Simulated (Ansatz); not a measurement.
**Dielectric function and optical constants of LiF (Griceite)**

What colour and refractive index does LiF (Griceite) have at this level of theory?

Calculated with Ansatz 0.2.0; DFT, PBE, plane-wave PAW, default files, scalar-relativistic, independent-particle optical response without local fields.

The raw output is cut from this account; settings, times and results stay.

### 1. Set-up

The structure is cubic, space group Fm-3m (No. 225). Conventional cell: a = 4.028 Å, b = 4.028 Å, c = 4.028 Å, α = 90.00°, β = 90.00°, γ = 90.00°. Nearest to F lie 6 Li at 2.01 Å. Nearest to Li lie 6 F at 2.01 Å. Farther neighbours, and contacts between anions beyond the nearest, are not listed.

### 2. Ground state and bands

First the ground state: is it a metal or has it a gap?

This step: DFT, PBE, plane-wave PAW, default files, scalar-relativistic, ground state (Ansatz 0.2.0).

Contents of input.yaml:

```yaml
crystal:
  lattice:
    - [0.0, 2.014, 2.014]
    - [2.014, 0.0, 2.014]
    - [2.014, 2.014, 0.0]
  atoms:
    - { symbol: F, position: [0.5, 0.5, 0.5] }
    - { symbol: Li, position: [0.0, 0.0, 0.0] }
kpoints:
  mp_grid: { grid: [10, 10, 10] }
  band_path:
    path:
      - [[0.0, 0.0, 0.0], [0.5, 0.0, 0.5], [0.5, 0.25, 0.75], [0.375, 0.375, 0.75], [0.0, 0.0, 0.0], [0.5, 0.5, 0.5], [0.625, 0.25, 0.625], [0.5, 0.25, 0.75], [0.5, 0.5, 0.5], [0.375, 0.375, 0.75]]
      - [[0.625, 0.25, 0.625], [0.5, 0.0, 0.5]]
    npoints: 6
scf:
  occupations: { method: fermi_dirac, width: 0.05 }
  n_extra_bands: 6
hamiltonian:
  xc: pbe
  pseudopotentials: { kind: paw }
output:
  forces: true
  stress: true
  populations: true
  write_bands: true
  write_density: true
  write_potential: true
  elf: true
  volumetric_format: npy
```

The run is started by

```bash
$ ansatz run input.yaml --threads 4 --pin off --max-ram 8192MiB --backend cpu --events-out ev --progress --plain --runs-dir out
```

It took 0.26 s on 4 threads of Intel Xeon 6975P-C (Granite Rapids), shared host; peak memory 0.32 GiB.

This step gave:

```
free energy                  : -1016.1676 eV
Fermi energy                 : 5.638 eV
gap by band count            : 9.089 eV
electrons                    : 10
symmetry operations          : 48
pressure                     : 2.120 GPa
gap on the k-mesh            : 9.089 eV
volume                       : 16.34 Å³
gap on the path              : 9.088 eV
least direct gap on the path : 9.089 eV
```

There is a gap, 9.09 eV on the path, so no carriers' term is needed. The cell is left with a pressure of 2.1 GPa, as it stands unrelaxed at this level.

The electronic bands at the labelled points (eV, zero at the Fermi level; v1 is the highest filled band, c1 the lowest empty one):

| point | v3 | v2 | v1 | c1 | c2 | c3 |
| --- | --- | --- | --- | --- | --- | --- |
| Γ | -4.64 | -4.64 | -4.64 | 4.45 | 19.32 | 19.32 |
| halfway | -6.07 | -5.15 | -5.15 | 6.78 | 14.13 | 15.10 |
| X | -7.64 | -5.64 | -5.64 | 10.18 | 11.86 | 12.81 |
| halfway | -7.38 | -5.97 | -5.54 | 10.21 | 11.09 | 12.81 |
| W | -6.71 | -6.71 | -5.43 | 10.43 | 10.43 | 12.81 |
| halfway | -7.02 | -6.35 | -5.41 | 10.16 | 10.30 | 13.33 |
| K | -7.13 | -6.20 | -5.37 | 9.86 | 10.28 | 13.79 |
| halfway | -6.14 | -5.40 | -4.72 | 6.45 | 12.34 | 15.29 |
| Γ | -4.64 | -4.64 | -4.64 | 4.45 | 19.32 | 19.32 |
| halfway | -6.01 | -4.76 | -4.76 | 5.71 | 13.31 | 15.92 |
| L | -7.16 | -4.87 | -4.87 | 6.16 | 12.10 | 14.27 |
| halfway | -7.01 | -5.67 | -5.05 | 7.51 | 11.27 | 14.39 |
| U | -7.13 | -6.20 | -5.37 | 9.86 | 10.28 | 13.79 |
| halfway | -7.02 | -6.35 | -5.41 | 10.16 | 10.30 | 13.33 |
| W | -6.71 | -6.71 | -5.43 | 10.43 | 10.43 | 12.81 |
| halfway | -6.96 | -5.86 | -5.12 | 7.89 | 11.11 | 14.33 |
| L | -7.16 | -4.87 | -4.87 | 6.16 | 12.10 | 14.27 |
| halfway | -7.01 | -5.67 | -5.05 | 7.51 | 11.27 | 14.39 |
| K | -7.13 | -6.20 | -5.37 | 9.86 | 10.28 | 13.79 |
| jump to U | -7.13 | -6.20 | -5.37 | 9.86 | 10.28 | 13.79 |
| halfway | -7.51 | -5.81 | -5.56 | 10.20 | 11.20 | 13.04 |
| X | -7.64 | -5.64 | -5.64 | 10.18 | 11.86 | 12.81 |

ELF in the ac plane of the conventional cell at fractional y = 0.000, with atoms of F and Li within 0.2 Å of it. It is the smooth field of the valence electrons, not physical close to the nuclei.

Ten even steps from '0' (0.29 × 1e-1) to '9' (9.91 × 1e-1), each cell a mean:
```
96026776774028
31015777763002
00002566641000
54200122100134
77520001000467
77740167401677
57750399712676
67740289602677
77630023101577
66410000000256
21001345420012
10004677752000
74016777774016
97126765775039
```

Valence density in the ac plane of the conventional cell at fractional y = 0.000, with atoms of F and Li within 0.2 Å of it. It is the smooth field of the valence electrons, not physical close to the nuclei.

Ten even steps from '_' (0 e/Å³) to '@' (13 e/Å³), each cell a mean:
```
==..______::**##==..______::
____________::::..__________
____________________________
____________________________
..________________________..
++--________..::..______..==
@@++..______==**::______::##
##==..______::==..______::**
::..______________________::
____________________________
____________________________
____________....____________
::..______..==++--________..
**::______::##@@++..______==
```

### 3. Spectrum

With the density converged, the vertical transitions are summed over the zone.

This step: DFT, PBE, plane-wave PAW, default files, scalar-relativistic, independent-particle optical response without local fields (Ansatz 0.2.0).

input.yaml, the sections that differ from step 2:

```yaml
kpoints:
  mp_grid: { grid: [10, 10, 10] }
scf:
  occupations: { method: fixed }
output:
  optics:
    e_range: [0, 22]
    de: 0.05
    sigma: 0.2
    nscf_kmesh: { grid: [16, 16, 16] }
    bands: { spectra_wanted_up_to: 22 }
# crystal, hamiltonian: as in step 2
```

It took 1.5 s on 4 threads; peak memory 0.53 GiB.

Read-outs:

```
electronic dielectric constant ε∞, mean of the axes                                   : 2.087
absorption onset, first axis (α over 10⁴ cm⁻¹, or the direct gap if that lies higher) : 9.089 eV
main peak of Im epsilon, first axis                                                   : 19.52 eV
least direct gap on the mesh                                                          : 9.089 eV
bands summed                                                                          : 15
spectra valid up to                                                                   : 30.88 eV
program's estimate of the k-sum error in Im epsilon                                   : 0.09 %
electrons in the f-sum                                                                : 5.183
```

The Im ε, any direction has structure finer than the step of the table below, so its rows give means over 0.5 eV. Peaks (eV: height): 11.25: 2.78, 17.05: 3.12, 19.50: 4.07, 21.00: 3.17.

Im ε, any direction against photon energy; means over each step:

photon energy (eV), Im ε, any direction and a bar:
```
      8.5       0.00 
      9.0       0.09 #
      9.5       0.50 ####
     10.0       0.82 ######
     10.5       1.19 #########
     11.0       2.25 ##################
     11.5       2.59 #####################
     12.0       2.16 #################
     12.5       1.80 ##############
     13.0       1.49 ############
     13.5       1.25 ##########
     14.0       1.01 ########
     14.5       0.79 ######
     15.0       0.59 #####
     15.5       0.43 ###
     16.0       0.83 #######
     16.5       1.11 #########
     17.0       2.58 ####################
     17.5       1.63 #############
     18.0       0.83 #######
     18.5       1.18 #########
     19.0       1.84 ###############
     19.5       3.77 ##############################
     20.0       3.14 #########################
     20.5       2.58 #####################
     21.0       3.03 ########################
     21.5       2.19 #################
```

The Re ε, any direction by photon energy:

photon energy (eV), Re ε, any direction and a bar from the least value:
```
        0       2.09 ####################
        1       2.09 ####################
        2       2.11 ####################
        3       2.13 ####################
        4       2.17 ####################
        5       2.22 #####################
        6       2.30 #####################
        7       2.42 ######################
        8       2.62 #######################
        9       3.14 ###########################
       10       3.39 ############################
       11       3.69 ##############################
       12       1.65 #################
       13       1.29 ###############
       14       1.28 ###############
       15       1.55 ################
       16       2.48 ######################
       17       2.55 #######################
       18       1.58 #################
       19       2.95 #########################
       20       0.33 #########
       21      -0.13 ######
       22      -1.04
```

The reflectivity at normal incidence, any direction by photon energy; read off at these points:

photon energy (eV), reflectivity at normal incidence, any direction (%) and a bar:
```
     0.00        3.3 
     0.50        3.3 
     1.00        3.3 
     1.50        3.4 #
     2.00        3.4 #
     2.50        3.4 #
     3.00        3.5 #
     3.50        3.6 #
     4.00        3.7 #
     4.50        3.8 #
     5.00        3.9 #
     5.50        4.0 #
     6.00        4.2 #
     6.50        4.5 #
     7.00        4.7 #
     7.50        5.1 #
     8.00        5.6 ##
     8.50        6.3 ##
     9.00        7.8 ###
     9.50        8.9 ###
    10.00        9.5 ####
    10.50       10.7 ####
    11.00       14.3 ######
    11.15       14.9 #######
    11.50       13.6 ######
    12.00       11.4 #####
    12.50        9.4 ####
    13.00        7.5 ###
    13.50        5.9 ##
    14.00        4.3 #
    14.50        3.0 
    15.00        2.4 
    15.50        3.1 
    16.00        6.3 ##
    16.50        7.2 ###
    17.00       15.8 #######
    17.10       16.6 ########
    17.50        9.6 ####
    18.00        3.3 
    18.50        7.3 ###
    19.00       10.4 ####
    19.50       20.9 ##########
    19.90       22.5 ###########
    20.00       22.3 ###########
    20.50       18.0 ########
    21.00       25.7 #############
    21.50       41.2 #####################
    22.00       58.0 ##############################
```

Table of refractive index n and extinction k by photon energy:

| photon energy (eV) | n | k |
| --- | --- | --- |
| 0 | 1.44 | 0 |
| 1 | 1.45 | 0 |
| 2 | 1.45 | 0 |
| 3 | 1.46 | 0 |
| 4 | 1.47 | 0 |
| 5 | 1.49 | 0 |
| 6 | 1.52 | 0 |
| 7 | 1.56 | 0 |
| 8 | 1.62 | 0 |
| 9 | 1.77 | 0.0159 |
| 10 | 1.86 | 0.219 |
| 11 | 2.00 | 0.577 |
| 12 | 1.48 | 0.731 |
| 13 | 1.28 | 0.582 |
| 14 | 1.21 | 0.419 |
| 15 | 1.27 | 0.232 |
| 16 | 1.60 | 0.273 |
| 17 | 1.80 | 0.839 |
| 18 | 1.29 | 0.300 |
| 19 | 1.78 | 0.469 |
| 20 | 1.32 | 1.19 |
| 21 | 1.23 | 1.29 |
| 22 | 0.293 | 1.06 |

The loss function −Im 1/ε at q → 0, any direction by energy loss; read off at these points:

energy loss (eV), loss function −Im 1/ε at q → 0, any direction and a bar:
```
     8.50      0.000 
     9.00      0.006 
     9.50      0.045 ###
    10.00      0.067 ####
    10.50      0.083 #####
    11.00      0.122 #######
    11.50      0.224 #############
    12.00      0.292 ##################
    12.50      0.347 #####################
    13.00      0.383 #######################
    13.50      0.397 ########################
    13.60      0.398 ########################
    14.00      0.381 #######################
    14.50      0.316 ###################
    15.00      0.214 #############
    15.50      0.099 ######
    16.00      0.127 ########
    16.50      0.137 ########
    17.00      0.193 ############
    17.50      0.482 #############################
    17.60      0.501 ##############################
    18.00      0.250 ###############
    18.50      0.167 ##########
    19.00      0.146 #########
    19.50      0.196 ############
    20.00      0.315 ###################
    20.40      0.389 #######################
    20.50      0.383 #######################
    21.00      0.314 ###################
    21.50      0.294 ##################
    22.00      0.426 ##########################
```

At chosen wavelengths:

| wavelength (nm) | n | k | R (%) | 1/α |
| --- | --- | --- | --- | --- |
| 1064 | 1.45 | 0.000 | 3.3 | over 1 mm |
| 800 | 1.45 | 0.000 | 3.4 | over 1 mm |
| 532 | 1.45 | 0.000 | 3.4 | over 1 mm |
| 450 | 1.46 | 0.000 | 3.5 | over 1 mm |
| 405 | 1.46 | 0.000 | 3.5 | over 1 mm |
| 365 | 1.46 | 0.000 | 3.5 | over 1 mm |
| 193 | 1.53 | 0.000 | 4.4 | over 1 mm |

A film 1 µm thick would pass 93 % of daylight and look colourless in transmission (x = 0.313, y = 0.329).

The f-sum over the summed bands holds 5.2 of the cell's 10 electrons outside the frozen cores, 4 of which lie in bands more than 12 eV below the Fermi level, whose transitions come at higher energies. Up to 22 eV the strength has a mean oscillator energy of 15.9 eV, and these transitions give 80 % of ε∞ − 1 along x; the rest comes from higher ones.

### 4. Static response with local fields

A static field by perturbation theory: the induced potential is included, and the Born charges come with it.

This step: DFT, PBE, plane-wave PAW, default files, scalar-relativistic, static field response by perturbation theory with local fields (Ansatz 0.2.0).

input.yaml, the sections that differ from step 3:

```yaml
dielectric: {}
# crystal, kpoints, scf, hamiltonian: as in step 3
# output: removed
```

Run time: 1.4 s. Hardware: 4 threads; peak memory 0.37 GiB; 4 s of CPU time.

Read from the output:

```
electronic dielectric constant ε∞, mean of the axes : 2.058
```

ε∞ with local fields:

```
2.06 0.00 0.00
0.00 2.06 0.00
0.00 0.00 2.06
```

Diagonal elements. Born, by row:

| atom | Z*xx (e) | Z*yy (e) | Z*zz (e) |
| --- | --- | --- | --- |
| F1 | -1.051 | -1.051 | -1.051 |
| Li2 | 1.051 | 1.051 | 1.051 |

Mean Born charges are F -1.05 and Li +1.05, against formal valences of -1 and +1. They lie near the ionic values.

### 5. Results

```yaml
gap_on_the_path: 9.09 eV
least_direct_gap_on_the_path: 9.09 eV
electronic_dielectric_constant_eps_infinity_mean_of_the_axes_independent_particles: 2.09
absorption_onset_first_axis_alpha_over_1e4_cm_minus1_or_the_direct_gap_if_that_lies_higher: 9.09 eV
main_peak_of_im_epsilon_first_axis: 19.5 eV
electronic_dielectric_constant_eps_infinity_mean_of_the_axes_static_response_with_local_fields: 2.06
```

In words: At this level (PBE, independent particles) LiF has ε∞ = 2.09 (2.06 with local fields) and n = 1.45 at 1550 nm; absorption sets in near 9.1 eV, and Im ε peaks at 19.5 eV. The gap on the path is direct, 9.09 eV. Lines 0.2 eV wide carry a tail of absorption under the direct gap, past the threshold already at 8.96 eV. Absorption is strong from the direct gap on, 9.09 eV, in the ultraviolet, so the visible is passed. Im ε has its chief maxima at 11.24 eV (2.8), 17.06 eV (3.1), 19.52 eV (4.1) and 20.99 eV (3.2). The f-sum over the summed bands holds 5.2 of the cell's 10 electrons outside the frozen cores, 4 of which lie in bands more than 12 eV below the Fermi level, whose transitions come at higher energies. Up to 22 eV the strength has a mean oscillator energy of 15.9 eV, and these transitions give 80 % of ε∞ − 1 along x; the rest comes from higher ones. A film 1 µm thick would pass 93 % of daylight and look colourless in transmission (x = 0.313, y = 0.329). With local fields and the functional's kernel the static response is 2.06 against 2.09 for independent particles (-1 %). In the base spectrum excitons and phonon-assisted transitions are missing, and so are local fields; PBE gaps are as a rule too small, which pulls the onset down and ε∞ up. In the base run ε includes the program's bounded estimate of what the bands above those summed add.

[Long decimals in the printed logs are rounded to 6 places.]

[Logs are printed without paths, hosts, clocks, repeated set-up lines and the standing remarks that a program may print on its own settings, such as how far it seeks lower states.]

[Hosts, paths, dates, database ids (printed as entryN), source tags and the programs' standing remarks are cut or masked in the printed files.]

[Where the starting crystal was built by hand or by swapping elements, it need not be the compound's stable phase.]

[The count of steps not shown may lack steps that the program refused or didn't finish.]
